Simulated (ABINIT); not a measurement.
**MgS (Niningerite): G0W0 in ABINIT against the k mesh**

How does the gap of MgS (Niningerite) converge in the k mesh?

Calculated with ABINIT 10.8.3; LDA and many-body steps on it, plane waves.

## (1) Starting point

The structure is cubic, space group Fm-3m (No. 225). The conventional cell has a = 5.203 Å, b = 5.203 Å, c = 5.203 Å, α = 90.00°, β = 90.00°, γ = 90.00°. Mg has 6 S at 2.60 Å nearest. Nearest to S lie 6 Mg at 2.60 Å. Farther neighbours and most contacts between anions are not listed.

The cell and positions come from the Crystallography Open Database and are kept as given unless a step says otherwise.

## (2) Empty states on the mesh, 4×4×4 mesh, 121 bands

This step: ABINIT 10.8.3; DFT, LDA, plane waves, norm-conserving pseudopotentials.

The sums over transitions need many empty states on a uniform mesh; this step solves for them.

run.abi

```
acell 3*1.0 Angstrom
rprim 
  0.000000000000 2.601650000000 2.601650000000
  2.601650000000 0.000000000000 2.601650000000
  2.601650000000 2.601650000000 0.000000000000
ntypat 2
znucl 12 16
natom 2
typat 1 2
xred 
  0.000000000000 0.000000000000 0.000000000000
  0.500000000000 0.500000000000 0.500000000000
pp_dirpath "pseudos"
pseudos "Mg.upf, S.upf"
ecut 38
ngkpt 4 4 4
nshiftk 1
shiftk 0 0 0
kptopt 1
chksymbreak 0
irdden 1
istwfk *1
nband 121
prtvol 0
optdriver 6
gwr_task "HDIAGO"
paral_kgb 0
occopt 1
indata_prefix "in"
outdata_prefix "out"
tmpdata_prefix "tmp"
```

Command:

```bash
$ OMP_NUM_THREADS=1 mpirun -n 4 abinit run.abi > log
```

Numbers of over 12 decimals in the logs are rounded to 6 here.

Log:

```text
.Version 10.8.3 of ABINIT. v10.8.2 released Aug 2026.

 Symmetries : space group Fm -3 m (#225); Bravais cF (face-center cubic)
[... echo of the input left out ...]
== DATASET  1 ==================================================================
-   mpi_nproc: 4, omp_nthreads: 1 (-1 if OMP is not activated)

--- !DatasetInfo
iteration_state: {dtset: 1, }
dimensions: {natom: 2, nkpt: 8, mband: 121, nsppol: 1, nspinor: 1, nspden: 1, mpw: 2698, }
cutoff_energies: {ecut:  38.0, pawecutdg:  -1.0, }
[...]
Indirect band gap semiconductor
 Fundamental gap:     2.559 (eV)
   VBM:     4.124 (eV) at k: [ 0.0000E+00,  0.0000E+00,  0.0000E+00]
   CBM:     6.683 (eV) at k: [ 5.0000E-01,  5.0000E-01,  0.0000E+00]
 Direct gap:         3.476 (eV) at k: [ 0.0000E+00,  0.0000E+00,  0.0000E+00]

== END DATASET(S) ==============================================================
================================================================================

 -outvars: echo values of variables after computation  --------
           etotal      0.0000000000E+00
            nband         121
             nkpt           8
          spgroup         225
 [... the other variables as echoed above ...]

 Calculation completed.
```

The job ended after 77 s (4 MPI ranks of Arm Neoverse N1, shared host; peak memory 1.8 GiB; 4.7 min of CPU time).

Numbers from this step:

```
gap                                                           : 2.559 eV
k of the valence top                                          : 0, 0, 0
k of the conduction bottom                                    : 0.5, 0.5, 0
least direct gap                                              : 3.476 eV
k points computed                                             : 8
lowest point of the top converged band, above the valence top : 105.9269 eV
```

On this mesh the gap is 2.559 eV.

The density comes from a self-consistent run that is not shown.

## (3) Empty states on the mesh, 2×2×2 mesh, 38 bands

Changes to run.abi since step 2:

```diff
@@ -15,3 +15,3 @@
 ecut 38
-ngkpt 4 4 4
+ngkpt 2 2 2
 nshiftk 1
@@ -20,10 +20,10 @@
 chksymbreak 0
+iscf -2
 irdden 1
 istwfk *1
-nband 121
+nband 38
+nbdbuf 4
+tolwfr 1e-09
+nstep 60
 prtvol 0
-optdriver 6
-gwr_task "HDIAGO"
-paral_kgb 0
-occopt 1
 indata_prefix "in"
```

Log:

```text
.Version 10.8.3 of ABINIT. v10.8.2 released Aug 2026.

 Symmetries : space group Fm -3 m (#225); Bravais cF (face-center cubic)
[... echo of the input left out ...]
== DATASET  1 ==================================================================
-   mpi_nproc: 4, omp_nthreads: 1 (-1 if OMP is not activated)
-    --> not optimal distribution: autoparal keyword recommended in input file <--

--- !DatasetInfo
iteration_state: {dtset: 1, }
dimensions: {natom: 2, nkpt: 3, mband: 38, nsppol: 1, nspinor: 1, nspden: 1, mpw: 2698, }
cutoff_energies: {ecut:  38.0, pawecutdg:  -1.0, }
[...]
0.62675    0.62675    0.91760    1.09368    1.09368    1.09368    1.27265    1.27265
   1.28077    1.28077    1.28077    1.42894    1.42894    1.42894    1.48253    1.48253
   1.66779    1.66779    1.66779    1.73049    1.88175    1.88175
 prteigrs : prtvol=0 or 1, do not print more k-points.

== END DATASET(S) ==============================================================
================================================================================

 -outvars: echo values of variables after computation  --------
            nband          38
             nkpt           3
          spgroup         225
 [... the other variables as echoed above ...]

 Calculation completed.
```

Wall time 7.5 s (4 MPI ranks); peak memory 0.24 GiB; 21 s of CPU time.

This step gave:

```
gap                                                           : 2.559 eV
k of the valence top                                          : 0, 0, 0
k of the conduction bottom                                    : 0.5, 0.5, 0
least direct gap                                              : 3.476 eV
k points computed                                             : 3
lowest point of the top converged band, above the valence top : 38.23 eV
```

On this mesh the gap is 2.559 eV.

## (4) Empty states on the mesh, 6×6×6 mesh, 38 bands

Changes to run.abi since step 3:

```diff
@@ -15,3 +15,3 @@
 ecut 38
-ngkpt 2 2 2
+ngkpt 6 6 6
 nshiftk 1
```

Log:

```text
.Version 10.8.3 of ABINIT. v10.8.2 released Aug 2026.

 Symmetries : space group Fm -3 m (#225); Bravais cF (face-center cubic)
[... echo of the input left out ...]
== DATASET  1 ==================================================================
-   mpi_nproc: 4, omp_nthreads: 1 (-1 if OMP is not activated)

--- !DatasetInfo
iteration_state: {dtset: 1, }
dimensions: {natom: 2, nkpt: 16, mband: 38, nsppol: 1, nspinor: 1, nspden: 1, mpw: 2698, }
cutoff_energies: {ecut:  38.0, pawecutdg:  -1.0, }
[...]
0.62675    0.62675    0.91760    1.09368    1.09368    1.09368    1.27265    1.27265
   1.28077    1.28077    1.28077    1.42894    1.42894    1.42894    1.48253    1.48253
   1.66779    1.66779    1.66779    1.73049    1.88175    1.88175
 prteigrs : prtvol=0 or 1, do not print more k-points.

== END DATASET(S) ==============================================================
================================================================================

 -outvars: echo values of variables after computation  --------
            nband          38
             nkpt          16
          spgroup         225
 [... the other variables as echoed above ...]

 Calculation completed.
```

Run time: 19 s. Hardware: 4 MPI ranks; peak memory 0.27 GiB.

Numbers from this step:

| Property | Result |
| --- | --- |
| gap | 2.559 eV |
| k of the valence top | 0, 0, 0 |
| k of the conduction bottom | 0.5, 0.5, 0 |
| least direct gap | 3.476 eV |
| k points computed | 16 |
| lowest point of the top converged band, above the valence top | 38.23 eV |

On this mesh the gap is 2.559 eV.

## (5) Empty states on the mesh, 8×8×8 mesh, 38 bands

Changes to run.abi since step 4:

```diff
@@ -15,3 +15,3 @@
 ecut 38
-ngkpt 6 6 6
+ngkpt 8 8 8
 nshiftk 1
```

Log:

```text
.Version 10.8.3 of ABINIT. v10.8.2 released Aug 2026.

 Symmetries : space group Fm -3 m (#225); Bravais cF (face-center cubic)
[... echo of the input left out ...]
== DATASET  1 ==================================================================
-   mpi_nproc: 4, omp_nthreads: 1 (-1 if OMP is not activated)

--- !DatasetInfo
iteration_state: {dtset: 1, }
dimensions: {natom: 2, nkpt: 29, mband: 38, nsppol: 1, nspinor: 1, nspden: 1, mpw: 2698, }
cutoff_energies: {ecut:  38.0, pawecutdg:  -1.0, }
[...]
0.62675    0.62675    0.91760    1.09368    1.09368    1.09368    1.27265    1.27265
   1.28077    1.28077    1.28077    1.42894    1.42894    1.42894    1.48253    1.48253
   1.66779    1.66779    1.66779    1.73049    1.88175    1.88175
 prteigrs : prtvol=0 or 1, do not print more k-points.

== END DATASET(S) ==============================================================
================================================================================

 -outvars: echo values of variables after computation  --------
            nband          38
             nkpt          29
          spgroup         225
 [... the other variables as echoed above ...]

 Calculation completed.
```

It took 31 s on 4 MPI ranks; peak memory 0.29 GiB; 1.9 min of CPU time.

Numbers from this step:

* gap: 2.559 eV
* k of the valence top: 0, 0, 0
* k of the conduction bottom: 0.5, 0.5, 0
* least direct gap: 3.476 eV
* k points computed: 29
* lowest point of the top converged band, above the valence top: 37.22 eV

On this mesh the gap is 2.559 eV.

## (6) Screening, 2×2×2 mesh, 34 bands, screening to 130.6 eV

The RPA dielectric matrix is built and inverted for each q.

This step: RPA screening on LDA, plane waves, norm-conserving pseudopotentials.

Changes to run.abi since step 5:

```diff
@@ -15,3 +15,3 @@
 ecut 38
-ngkpt 8 8 8
+ngkpt 2 2 2
 nshiftk 1
@@ -20,10 +20,11 @@
 chksymbreak 0
-iscf -2
-irdden 1
 istwfk *1
-nband 38
-nbdbuf 4
-tolwfr 1e-09
-nstep 60
-prtvol 0
+occopt 1
+irdwfk 1
+optdriver 3
+nband 34
+ecuteps 4.8
+inclvkb 2
+awtr 1
+symchi 1
 indata_prefix "in"
```

Log:

```text
.Version 10.8.3 of ABINIT. v10.8.2 released Aug 2026.

 Symmetries : space group Fm -3 m (#225); Bravais cF (face-center cubic)
[... echo of the input left out ...]
== DATASET  1 ==================================================================
-   mpi_nproc: 4, omp_nthreads: 1 (-1 if OMP is not activated)

--- !DatasetInfo
iteration_state: {dtset: 1, }
dimensions: {natom: 2, nkpt: 3, mband: 34, nsppol: 1, nspinor: 1, nspden: 1, mpw: 2698, }
cutoff_energies: {ecut:  38.0, pawecutdg:  -1.0, }
electrons: {nelect:   1.60000000E+01, charge:   0.00000000E+00, occopt:   1.00000000E+00, tsmear:   1.00000000E-02, }

 SCREENING: Calculation of the susceptibility and dielectric matrices

 Based on a program developped by R.W. Godby, V. Olevano, G. Onida, and L. Reining.
 Incorporated in ABINIT by V. Olevano, G.-M. Rignanese, and M. Torrent.
.Using double precision arithmetic ; gwpc =  8

[... cell and pseudopotentials left out ...]
--------------------------------------------------------------------------------

 ==== K-mesh for the wavefunctions ====
 Number of points in the irreducible wedge :     3
[... list of points left out ...]
 Together with 48 symmetry operations and time-reversal symmetry
 yields     8 points in the full Brillouin Zone.

 ==== Q-mesh for the screening function ====
 Number of points in the irreducible wedge :     3
[... list of points left out ...]
 Together with 48 symmetry operations and time-reversal symmetry
 yields     8 points in the full Brillouin Zone.

 setmesh: FFT mesh size selected  =    25x   25x   25
          total number of points  =        15625

 vcoul_init : cutoff-mode = AUXILIARY_FUNCTION
 q-points for optical limit:   1
     1)      0.000010    0.000020    0.000030

- screening: taking advantage of time-reversal symmetry
- Maximum band index for partially occupied states nbvw = 8
- Remaining bands to be divided among processors   nbcw = 26
- Number of bands treated by each node ~6

 Number of electrons calculated from density =   16.0000; Expected =   16.0000
 average of density, n =  0.067320
 r_s =    1.5249
 omega_plasma =   25.0282 [eV]

 calculating chi0 at frequencies [eV] :
  1    0.000000E+00    0.000000E+00
  2    0.000000E+00    2.502816E+01

--------------------------------------------------------------------------------
  q-point number  1        q = ( 0.000000, 0.000000, 0.000000) [r.l.u.]
--------------------------------------------------------------------------------
[... chi0 elements left out ...]
 For q-point:  0.000010 0.000020 0.000030
  dielectric constant =  13.4878
  dielectric constant without local fields =  15.4260

  Average fulfillment of the sum rule on Im[epsilon] for q-point    1 :     36.08  [%]
[... wings left out ...]
  q-point number  2        q = ( 0.500000, 0.000000, 0.000000) [r.l.u.]
--------------------------------------------------------------------------------
[... chi0 elements left out ...]
  Average fulfillment of the sum rule on Im[epsilon] for q-point    2 :     44.70  [%]

 [... 1 further q-points ...]
```

Wall time 5.8 s (4 MPI ranks); peak memory 0.19 GiB.

This step gave:

* ε∞ with local fields, on this mesh, along the program's q direction: 13.49
* the same without local fields: 15.43
* plasma frequency: 25.03 eV
* plane waves in the screening matrix: 113

Local fields lower ε∞ by 13 %. On a Γ-centred mesh this coarse the value itself is usually too large, while a short band sum pulls it down.

## (7) 2×2×2

This step: G0W0 on LDA, plane waves, norm-conserving pseudopotentials.

Changes to run.abi since step 6:

```diff
@@ -23,8 +23,17 @@
 irdwfk 1
-optdriver 3
+optdriver 4
 nband 34
+gwcalctyp 0
+ecutsigx 38
+symsigma 1
+nkptgw 2
+kptgw 
+  0.0000000000 0.0000000000 0.0000000000
+  0.5000000000 0.5000000000 0.0000000000
+bdgw 
+  6 12
+  7 10
 ecuteps 4.8
-inclvkb 2
-awtr 1
-symchi 1
+irdscr 1
+ppmodel 1
 indata_prefix "in"
```

Log:

```text
.Version 10.8.3 of ABINIT. v10.8.2 released Aug 2026.

 Symmetries : space group Fm -3 m (#225); Bravais cF (face-center cubic)
[... echo of the input left out ...]
== DATASET  1 ==================================================================
-   mpi_nproc: 4, omp_nthreads: 1 (-1 if OMP is not activated)

--- !DatasetInfo
iteration_state: {dtset: 1, }
dimensions: {natom: 2, nkpt: 3, mband: 34, nsppol: 1, nspinor: 1, nspden: 1, mpw: 2698, }
cutoff_energies: {ecut:  38.0, pawecutdg:  -1.0, }
electrons: {nelect:   1.60000000E+01, charge:   0.00000000E+00, occopt:   1.00000000E+00, tsmear:   1.00000000E-02, }

 SIGMA: Calculation of the GW corrections

 Based on a program developped by R.W. Godby, V. Olevano, G. Onida, and L. Reining.
 Incorporated in ABINIT by V. Olevano, G.-M. Rignanese, and M. Torrent.
.Using double precision arithmetic ; gwpc =  8

[... cell and pseudopotentials left out ...]
--------------------------------------------------------------------------------

 ==== K-mesh for the wavefunctions ====
 Number of points in the irreducible wedge :     3
[... list of points left out ...]
 Together with 48 symmetry operations and time-reversal symmetry
 yields     8 points in the full Brillouin Zone.

 ==== Q-mesh for screening function ====
 Number of points in the irreducible wedge :     3
[... list of points left out ...]
 Together with 48 symmetry operations and time-reversal symmetry
 yields     8 points in the full Brillouin Zone.

 vcoul_init : cutoff-mode = AUXILIARY_FUNCTION
 q-points for optical limit:   1
     1)      0.000010    0.000020    0.000030
 setmesh: FFT mesh size selected  =    40x   40x   40
          total number of points  =        64000

 Number of electrons calculated from density =   16.0000; Expected =   16.0000
 average of density, n =  0.067320
 r_s =    1.5249
 omega_plasma =   25.0282 [eV]

 === KS Band Gaps ===
  >>>> For spin  1
   Minimum direct gap =   3.4763 [eV], located at k-point      :   0.0000  0.0000  0.0000
   Fundamental gap    =   2.5588 [eV], Top of valence bands at :   0.0000  0.0000  0.0000
                                       Bottom of conduction at :   0.5000  0.5000  0.0000
 SIGMA fundamental parameters:
 PLASMON POLE MODEL  1
 number of plane-waves for SigmaX                 2685
 number of plane-waves for SigmaC and W            113
 number of plane-waves for wavefunctions          2685
 number of bands                                    34
 number of independent spin polarizations            1
 number of spinorial components                      1
 number of k-points in IBZ                           3
 number of q-points in IBZ                           3
 number of symmetry operations                      48
 number of k-points in BZ                            8
 number of q-points in BZ                            8
 number of frequencies for dSigma/dE                 9
 frequency step for dSigma/dE [eV]                0.25
 number of omega for Sigma on real axis              0
 max omega for Sigma on real axis  [eV]           0.00
 zcut for avoiding poles [eV]                     0.10

 EPSILON^-1 parameters (SCR file):
 dimension of the eps^-1 matrix on file            113
 dimension of the eps^-1 matrix used               113
 number of plane-waves for wavefunctions          2685
 number of bands                                    34
 number of q-points in IBZ                           3
 number of frequencies                               2
 number of real frequencies                          1
 number of imag frequencies                          1

 matrix elements of self-energy operator (all in [eV])

 Perturbative Calculation

--- !SelfEnergy_ee
iteration_state: {dtset: 1, }
kpoint     : [   0.000,    0.000,    0.000, ]
spin       : 1
KS_gap     :    3.476
QP_gap     :    5.108
Delta_QP_KS:    1.631
data: !SigmaeeData |
     Band     E0 <VxcDFT>   SigX SigC(E0)      Z dSigC/dE  Sig(E)    E-E0       E
        6   4.124 -13.400 -16.488   2.709   0.799  -0.251 -13.703  -0.303   3.821
        7   4.124 -13.400 -16.488   2.709   0.799  -0.251 -13.703  -0.303   3.821
        8   4.124 -13.400 -16.488   2.709   0.799  -0.251 -13.703  -0.303   3.821
        9   7.600 -11.262  -5.581  -4.059   0.819  -0.221  -9.933   1.328   8.929
       10  11.957  -9.669  -4.077  -3.937   0.826  -0.210  -8.300   1.368  13.325
       11  11.957  -9.669  -4.077  -3.937   0.826  -0.210  -8.300   1.368  13.325
       12  11.957  -9.669  -4.077  -3.937   0.826  -0.210  -8.300   1.368  13.325

--- !SelfEnergy_ee
iteration_state: {dtset: 1, }
kpoint     : [   0.500,    0.500,    0.000, ]
spin       : 1
KS_gap     :    4.261
QP_gap     :    6.005
Delta_QP_KS:    1.745
data: !SigmaeeData |
     Band     E0 <VxcDFT>   SigX SigC(E0)      Z dSigC/dE  Sig(E)    E-E0       E
        7   2.422 -12.518 -15.764   2.770   0.799  -0.251 -12.898  -0.380   2.042
        8   2.422 -12.518 -15.764   2.770   0.799  -0.251 -12.898  -0.380   2.042
        9   6.683 -10.734  -5.397  -3.688   0.827  -0.209  -9.370   1.365   8.047
       10   8.392  -8.797  -3.753  -3.734   0.831  -0.204  -7.708   1.089   9.480

== END DATASET(S) ==============================================================
================================================================================

 -outvars: echo values of variables after computation  --------
           etotal      0.0000000000E+00
            nband          34
             nkpt           3
          spgroup         225
 [... the other variables as echoed above ...]

 Calculation completed.
```

Wall time 5.1 s (4 MPI ranks); peak memory 0.24 GiB.

This step gave:

```yaml
g0w0_gap_on_the_points_computed: 4.226 eV
starting_gap_on_the_mesh: 2.559 eV
k_of_the_valence_top: 0, 0, 0
k_of_the_conduction_bottom: 0.5, 0.5, 0
z_at_the_valence_top: 0.799
z_at_the_conduction_bottom: 0.827
least_direct_g0w0_gap_on_the_computed_points: 5.108 eV
```

[end of part 1 of 2]

[Paths, hosts, dates, memory and timing lines, banners, echoed tables and standing remarks are left out of the program output.]

[Logs are printed without paths, hosts, clocks, repeated set-up lines and the standing remarks that a program may print on its own settings, such as how far it seeks lower states.]

[Runs of the session that timed out or met a known fault of the program may be left out.]

[Hosts, paths, dates, database ids (printed as entryN), source tags and the programs' standing remarks are cut or masked in the printed files.]

[G0W0 gaps are taken among the corrected bands and points alone; a level outside them can change the order at an edge.]

[Where Ansatz stands beside ABINIT at settings called matched, ABINIT's density can come from a denser mesh and the files from another edition; pairs whose starting gaps differed by over 0.03 eV were left out, so agreement reads better than it is.]
